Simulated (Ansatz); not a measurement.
# AgB (built on the sites of a database entry of InAg): a soft mode frozen in, part 3 of 3

Wanted: the energy along a soft mode of AgB (built on the sites of a database entry of InAg) and the structure at the end.

Ansatz 0.2.0; DFT PBEsol, scalar-relativistic, plane waves, PAW.

So far. Step 5 (Energy along the mode, all amplitudes (two of the runs …): The lowest of the steps tried is at 0.22 Å, 4.32 meV/atom below the parent; the bottom of the well need not coincide with a step. Step 7 (The new phase in its own primitive cell): The largest force component left is 0.015 meV/Å and the pressure is -0.001 GPa, within the tolerances set. The cell now holds 13.68 Å³/atom. The relaxed cell has a, b, c = 3.082, 6.112, 5.808 Å (conventional setting).

The structure was built from a prototype and need not be the compound's stable phase.

## (8) Modes of the new phase

A relaxed structure may still be a saddle point, so its zone-centre modes are computed. No field response is asked, since the mesh shows no gap.

Input file input.yaml:

```yaml
crystal:
  lattice:
    - [-1.5411943646, 3.0558727179, 2.9042014746]
    - [1.5411943646, -3.0558727179, 2.9042014746]
    - [1.5411943646, 3.0558727179, -2.9042014746]
  atoms:
    - { symbol: B, position: [0.4596237526, 0.7096237526, 0.75] }
    - { symbol: B, position: [0.5403762474, 0.2903762474, 0.25] }
    - { symbol: Ag, position: [0.0, 0.0, 0.0] }
    - { symbol: Ag, position: [0.5, 0.0, 0.5] }
kpoints:
  mp_grid: { grid: [16, 16, 16] }
hamiltonian:
  xc: pbesol
scf:
  occupations: { method: methfessel_paxton, width: 0.2 }
output:
  eigenvalues: true
phonons:
  method: dfpt
```

The run is started by

```sh
$ ansatz run input.yaml --threads 4 --pin off --max-ram 7168MiB --backend cpu --events-out ev --progress --plain --runs-dir out
```

Numbers of over 12 decimals in the logs are rounded to 6 here.

Output:

```text
zone centre: on kpoints.mp_grid the ground state, and the responses unless they are solved on pairs of k-points, stand on 1098 of the mesh's 4096 k-points, reduced under 2 symmetry operations, with k and −k counted as one. Each operation leaves every solved displacement unchanged or reverses it
[...]
Crystal: 4 atoms, lattice volume = 54.712 Å³
Basis set: ecut = 420 eV, 1087 PW (Γ), exchange–correlation on 64×64×64 points (8 copies of the dense FFT grid, shifted against one another)
Bands: 27, of which v1, the nominal top of the filled ones, is band 22 counted from 1 (21 counted from 0)
Symmetry: 8 space group operations
k-points: 1098 of 4096 (irreducible under 2 space group operations, time reversal used)
[...]
SCF iter   1: F=—  HF=-15348.253023 eV  |F-HF|=—  |Δ(HF+E_count)|=         —  Δρ=8.78e-3  dr2=4.70e-2  ethr=1.77e-3  ⟨swp⟩=4.8  Hψ=104018  notcnv=0
[...]
SCF iter  10: F=-15348.237618 eV  HF=-15348.237618 eV  |F-HF|=5.46e-12  |Δ(HF+E_count)|=  7.28e-12  S|Δr|=    0.00e0  Δρ=6.82e-8  dr2=2.34e-12  ethr=1.00e-12  ⟨swp⟩=8.6  Hψ=135043  notcnv=0
SCF 1 converged in 10 iterations: F = -15348.237618 eV  dr2 = 2.34e-12
[...]
DFPT response loops at Γ: preconditioner auto → Kerker (q_TF=auto, 2.631 Å⁻¹) (partly filled bands, converged f_vac=0.034); β = 1.00, the filter's whole step (`scf.mixing.beta` (0.50) is not read by the response loops under this deck's `scf.mixing.preconditioner`; to damp them name `kerker` or `kerker_dos`, under which they read `scf.mixing.beta`, and type it under 1.00, their step now; both keys bind the ground state too); Broyden in place of MSR1
SCF converged after 10 iterations
[...]
Free energy (F): -15348.237618 eV
[...]
Internal energy: -15348.237521 eV  (E = F + TS)
E sigma→0 (E₀):  -15348.237594 eV
Entropy (-TS):   -0.000097 eV (-0.024 meV/atom)
Fermi energy:    13.242311 eV
[...]
--- Band table (eV; the first three rows and the last of 1098) ---
  k-point 0: bands = [... 18 lower, 9.1278, 9.1867, 9.2812, 12.0382, 14.4663, 15.8382, 18.6695, 19.4022, ... 1 higher]
  k-point 1: bands = [... 18 lower, 9.0782, 9.4447, 9.5460, 12.0090, 14.5183, 15.8958, 18.8977, 19.3795, ... 1 higher]
  k-point 2: bands = [... 18 lower, 8.9907, 9.6592, 10.0314, 11.9728, 14.6815, 16.0826, 19.0221, 19.3445, ... 1 higher]
  k-point 1097: bands = [... 18 lower, 9.0653, 9.3403, 10.6216, 10.6544, 11.7670, 18.9195, 19.8191, 20.3473, ... 1 higher]
--- Phonons (Γ-DFPT): 6 representative perturbations + reference, on 1098 of 4096 k-points (Σ response iterations 21) ---
  k mesh reduced under 2 symmetry operations, with k and −k counted as one. Each operation leaves every solved displacement unchanged or reverses it
  ASR residual: 3.868e-5 → 0.000e0 eV/Å²; symmetrization residual: 1.061e-6 eV/Å²
  ASR residual per site (eV/Å²): 5.77e-6 5.77e-6 3.87e-5 3.87e-5
  Γ frequencies (cm⁻¹): -47.72 -2.00 0.00 0.00 0.00 52.32 84.86 413.22 421.27 448.86 557.40 1266.82
  non-analytic LO–TO correction: not included (Born effective charges unavailable; polar crystals: no LO–TO splitting at Γ)
```

Wall time 9 min (4 threads of Arm Neoverse N1, shared host); peak memory 4.1 GiB.

Numbers from this step:

```yaml
sum_rule_residual_before_enforcement: 3.87e-5 eV/Å²
point_group: mmm
highest_optical_mode_at_the_zone_centre_no_lo_to_term: 1267 cm⁻¹
lowest_optical_zone_centre_mode: -47.72 cm⁻¹
```

Patterns of degenerate modes are one choice out of their space. Modes at Γ, with each element's share of the kinetic energy (negative means imaginary):

```
mode  frequency (cm⁻¹)  symmetry  B %  Ag %
   1             -47.7       B2u   10    90
   2              -2.0        Au    0   100
   3               0.0  acoustic    9    91
   4               0.0  acoustic    9    91
   5               0.0  acoustic    9    91
   6              52.3       B3u   91     9
   7              84.9       B1u    8    92
   8             413.2       B2u   81    19
   9             421.3       B1u   83    17
  10             448.9       B3g  100     0
  11             557.4        Ag  100     0
  12            1266.8       B2g  100     0
```

Displacements in mode 1 (-47.7 cm⁻¹), the largest set to 1:
```
B1   0.00  1.00  0.00
B2   0.00  1.00  0.00
Ag3  0.00 -0.10  0.93
Ag4  0.00 -0.10 -0.93
```

Displacements in mode 12 (1266.8 cm⁻¹), the largest set to 1:
```
B1  -1.00  0.00  0.00
B2   1.00  0.00  0.00
Ag3  0.00  0.00  0.00
Ag4  0.00  0.00  0.00
```

Before it was imposed, the acoustic sum rule was missed by 3.9e-5 eV/Å². Small misses are needed for a sound result but don't prove that mesh and cutoff are converged. The lowest optical mode is imaginary, 47.7i cm⁻¹, so the energy falls along it.

## (9) What came out

```
unstable mode of the parent                                                      : q = (-0.5, -0.5, -0.5), 142i cm⁻¹
depth at the lowest point sampled                                                : 4.32 meV/atom
largest atomic shift at that point                                               : 0.22 Å
space group reached (within 0.01 Å)                                              : Imma
energy gained over the parent (first relaxation, on the mesh of the frozen mode) : 916 meV/atom
volume per atom, phase reached                                                   : 13.7 Å³
lowest optical zone-centre mode, phase reached                                   : -47.7 cm⁻¹
highest optical mode at the zone centre (no LO-TO term), phase reached           : 1267 cm⁻¹
```

**Reading.** Along this mode the structure falls into Imma, 916 meV/atom below the parent. At the parent's cell the well is 4.321 meV/atom deep on the steps tried, with its lowest point at a shift of 0.22 Å. Relaxing atoms and cell changes the gain by +911.22 meV/atom against the lowest step (energies at zero smearing). Most of the total comes from this relaxation. The new phase still has an imaginary mode at the zone centre of its cell, so it is a saddle point on the way to a lower structure. Of the 5 patterns followed to their end from this parent, this one reaches the lowest energy. Each path keeps the symmetry of its pattern, so a lower phase may lie along a pattern not tried. With no gap, or one that is small against the smearing, the frequencies hang on the k mesh and the smearing, most of all near Kohn anomalies. The starting cell was built on a prototype and not taken from a measurement, so the phase need not exist.

[Logs are printed without paths, hosts, clocks, repeated set-up lines and the standing remarks that a program may print on its own settings, such as how far it seeks lower states.]

[Hosts, paths, dates, database ids (printed as entryN), source tags and the programs' standing remarks are cut or masked in the printed files.]
